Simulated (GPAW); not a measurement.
# NiO: parallel, opposed and spinless runs

Aim: find out whether NiO carries moments, and which collinear order costs least.

Main program and level: GPAW 26.7.0; LDA with U = 4.8 eV on Ni d; plane waves with GPAW's PAW setups, scalar-relativistic.

This is a report of a sequence of runs, with most program output left out.

## (1) Starting point

The structure is cubic, space group Fm-3m (No. 225). Conventional cell: a = 4.172 Å, b = 4.172 Å, c = 4.172 Å, α = 90.00°, β = 90.00°, γ = 90.00°. Ni has 6 O at 2.09 Å nearest. Nearest to O lie 6 Ni at 2.09 Å. Farther neighbours and most contacts between anions are not listed.

## (2) Run 1 (ferro +)

The parallel start comes first: it fits the smallest cell, keeps the most symmetry and shows whether parallel moments form. A Hubbard U of customary size acts on the open shell; it was not fitted to this crystal.

Input file order1.py:

```python
import json
import numpy as np
from ase import Atoms
from ase.parallel import paropen, parprint
from gpaw import GPAW

atoms = Atoms(['Ni', 'O'],
    cell=[[0.0, 2.08590164, 2.08590164],
         [2.08590164, 0.0, 2.08590164],
         [2.08590164, 2.08590164, 0.0]],
    scaled_positions=[[0.0, 0.0, 0.0],
         [0.5, 0.5, 0.5]],
    pbc=True,
    magmoms=[2.0, 0.0])
atoms.calc = GPAW(mode={'name': 'pw', 'ecut': 840.0},
    xc='LDA',
    kpts={'size': (8, 8, 8), 'gamma': True},
    occupations={'name': 'marzari-vanderbilt', 'width': 0.1},
    convergence={'density': 1e-05, 'energy': 1e-05},
    maxiter=200,
    setups={'Ni': ':d,4.8'},
    txt='order1.txt')
e = atoms.get_potential_energy(force_consistent=True)
res = {'free_energy': e, 'energy_sigma0': atoms.get_potential_energy(), 'fermi_energy': atoms.calc.get_fermi_level()}
res['moments'] = atoms.get_magnetic_moments().tolist()
res['total'] = atoms.get_magnetic_moment()
parprint('site moments (muB):', np.round(res['moments'], 3))
parprint(f"total moment: {res['total']:.3f} muB")
parprint(f'free energy: {e:.6f} eV')
atoms.calc.write('order1.gpw')
with paropen('results.json', 'w') as f:
    json.dump(res, f)
```

Started as:

```sh
OMP_NUM_THREADS=1 python3 order1.py > order1.log
```

Wall time 19 s (1 MPI rank of Arm Neoverse V1, shared host); peak memory 0.16 GiB.

This step gave:

```yaml
magnetization: 2 μB
final_state: ferromagnetic
largest_moment: 1.741 μB
```

After 11 cycles the largest moment stands at 1.74 μB.

## (3) Start 2: antiferro q=(0,1/2,1/2) +-

Reversing part of the moments tests the sign of the couplings between them.

This order needs a doubled cell of 4 atoms. Its mesh is chosen so that both cells sample the same points.

Input file order2.py:

```python
import json
import numpy as np
from ase import Atoms
from ase.parallel import paropen, parprint
from gpaw import GPAW

atoms = Atoms(['Ni', 'Ni', 'O', 'O'],
    cell=[[0.0, 2.08590164, 2.08590164],
         [4.17180328, 0.0, 4.17180328],
         [4.17180328, 2.08590164, 2.08590164]],
    scaled_positions=[[0.0, 0.0, 0.0],
         [0.0, 0.5, 0.0],
         [0.5, 0.0, 0.5],
         [0.5, 0.5, 0.5]],
    pbc=True,
    magmoms=[2.0, -2.0, 0.0, 0.0])
atoms.calc = GPAW(mode={'name': 'pw', 'ecut': 840.0},
    xc='LDA',
    kpts={'size': (8, 4, 8), 'gamma': True},
    occupations={'name': 'marzari-vanderbilt', 'width': 0.1},
    convergence={'density': 1e-05, 'energy': 1e-05},
    maxiter=200,
    setups={'Ni': ':d,4.8'},
    txt='order2.txt')
e = atoms.get_potential_energy(force_consistent=True)
res = {'free_energy': e, 'energy_sigma0': atoms.get_potential_energy(), 'fermi_energy': atoms.calc.get_fermi_level()}
res['moments'] = atoms.get_magnetic_moments().tolist()
res['total'] = atoms.get_magnetic_moment()
parprint('site moments (muB):', np.round(res['moments'], 3))
parprint(f"total moment: {res['total']:.3f} muB")
parprint(f'free energy: {e:.6f} eV')
atoms.calc.write('order2.gpw')
with paropen('results.json', 'w') as f:
    json.dump(res, f)
```

Started as:

```sh
OMP_NUM_THREADS=1 python3 order2.py > order2.log
```

Wall time 9.9 min (1 MPI rank); peak memory 0.55 GiB.

The program warns that the cell vectors are strongly skewed. A reduced cell would be the safer input.

Spin moment in the augmentation sphere by atom:

```tsv
atom	spin moment in the augmentation sphere (μB)
Ni1	1.76
Ni2	-1.76
O3	-0.06
O4	0.06
```

Numbers from this step:

```
magnetization : 0 μB
final state   : antiferromagnetic
```

It lies 17.2 meV a seeded atom over the first start, and its largest moment is 1.76 μB against 1.74 μB.

## (4) Order 3, typed as antiferro q=(0,0,1/2) +-

Another pattern of signs weighs the neighbour shells otherwise.

The cell is doubled to 4 atoms to hold this order. Its mesh is chosen so that both cells sample the same points.

order3.py is the script of step 3 with these lines changed:

```diff
@@ -8,8 +8,8 @@
     cell=[[0.0, 2.08590164, 2.08590164],
-         [4.17180328, 0.0, 4.17180328],
-         [4.17180328, 2.08590164, 2.08590164]],
+         [2.08590164, 0.0, 2.08590164],
+         [4.17180328, 4.17180328, 0.0]],
     scaled_positions=[[0.0, 0.0, 0.0],
-         [0.0, 0.5, 0.0],
-         [0.5, 0.0, 0.5],
-         [0.5, 0.5, 0.5]],
+         [0.0, 0.0, 0.5],
+         [0.5, 0.5, 0.25],
+         [0.5, 0.5, 0.75]],
     pbc=True,
@@ -18,3 +18,3 @@
     xc='LDA',
-    kpts={'size': (8, 4, 8), 'gamma': True},
+    kpts={'size': (8, 8, 4), 'gamma': True},
     occupations={'name': 'marzari-vanderbilt', 'width': 0.1},
@@ -23,3 +23,3 @@
     setups={'Ni': ':d,4.8'},
-    txt='order2.txt')
+    txt='order3.txt')
 e = atoms.get_potential_energy(force_consistent=True)
@@ -31,3 +31,3 @@
 parprint(f'free energy: {e:.6f} eV')
-atoms.calc.write('order2.gpw')
+atoms.calc.write('order3.gpw')
 with paropen('results.json', 'w') as f:
```

Started as:

```sh
OMP_NUM_THREADS=1 python3 order3.py > order3.log
```

Wall time 3.2 min (1 MPI rank); peak memory 0.36 GiB.

Spin moment in the augmentation sphere by atom:

```tsv
atom	spin moment in the augmentation sphere (μB)
Ni1	1.65
Ni2	-1.65
O3	0.00
O4	0.00
```

This step gave:

```yaml
magnetization: 0 μB
final_state: antiferromagnetic
```

It lies 133 meV a seeded atom under the first start, and its largest moment is 1.65 μB against 1.74 μB.

## (5) Order 4, typed as no spin polarisation

A run without seeds gives the energy of the state without moments.

Input file nospin.py:

```python
import json
import numpy as np
from ase import Atoms
from ase.parallel import paropen, parprint
from gpaw import GPAW

atoms = Atoms(['Ni', 'O'],
    cell=[[0.0, 2.08590164, 2.08590164],
         [2.08590164, 0.0, 2.08590164],
         [2.08590164, 2.08590164, 0.0]],
    scaled_positions=[[0.0, 0.0, 0.0],
         [0.5, 0.5, 0.5]],
    pbc=True)
atoms.calc = GPAW(mode={'name': 'pw', 'ecut': 840.0},
    xc='LDA',
    kpts={'size': (8, 8, 8), 'gamma': True},
    occupations={'name': 'marzari-vanderbilt', 'width': 0.1},
    convergence={'density': 1e-05, 'energy': 1e-05},
    maxiter=200,
    setups={'Ni': ':d,4.8'},
    txt='nospin.txt')
e = atoms.get_potential_energy(force_consistent=True)
res = {'free_energy': e, 'energy_sigma0': atoms.get_potential_energy(), 'fermi_energy': atoms.calc.get_fermi_level()}
parprint(f'free energy: {e:.6f} eV')
atoms.calc.write('nospin.gpw')
with paropen('results.json', 'w') as f:
    json.dump(res, f)
```

Started as:

```sh
OMP_NUM_THREADS=1 python3 nospin.py > nospin.log
```

Wall time 11 s (1 MPI rank); peak memory 0.15 GiB.

Read from the output:

```yaml
final_state: non-magnetic (no spin polarisation)
```

It lies 1511 meV a seeded atom over the first start.

## (6) Ranking

These are free energies at a smearing of 0.1 eV, so its entropy term is in the differences. They are divided by the number of seeded atoms, so that cells of unlike size compare. Wavevectors q in the names are fractions of the reciprocal vectors of the first run's cell.

Orders:

```tsv
start	final state	typed order kept	energy over the lowest (meV a seeded atom)	largest site moment (μB)	net moment (μB a primitive cell)	mesh matched	CPU time (s)
ferro +	ferromagnetic	yes	132.6	1.741	2	yes	18.52
antiferro q=(0,1/2,1/2) +-	antiferromagnetic	yes	149.8	1.757	0	yes	596.9
antiferro q=(0,0,1/2) +-	antiferromagnetic	yes	0	1.648	0	yes	194.2
no spin polarisation	non-magnetic	-	1644	0	0	yes	10.65
```

## (7) What came out

- lowest state found: antiferromagnetic (typed antiferro q=(0,0,1/2) +-)
- largest site moment: 1.65 μB
- next state: ferromagnetic, 133 meV a seeded atom higher
- run without spin seeds, over the lowest: 1644 meV a seeded atom

In words: The lowest state found is antiferromagnetic, reached from the start antiferro q=(0,0,1/2) +-, with moments up to 1.65 μB. The next state costs 133 meV a seeded atom. Under a U a spinless open shell is left with part-filled orbitals, which the U penalises, so its energy is no clean measure of what the moments gain. Only 4 starts are shown; other collinear patterns, canted and longer-period orders are not. The smearing is not Fermi–Dirac, so its width is no temperature.

[Logs and program files are shortened in this print: banners, set-up blocks, solver, clock and traceback lines can be left out without a mark of their own.]

[Logs are printed without paths, hosts, clocks, repeated set-up lines and the standing remarks that a program may print on its own settings, such as how far it seeks lower states.]

[Hosts, paths, dates, database ids (printed as entryN), source tags and the programs' standing remarks are cut or masked in the printed files.]

[Where a cell is said to come from a database of computed structures, the database is the Materials Project.]
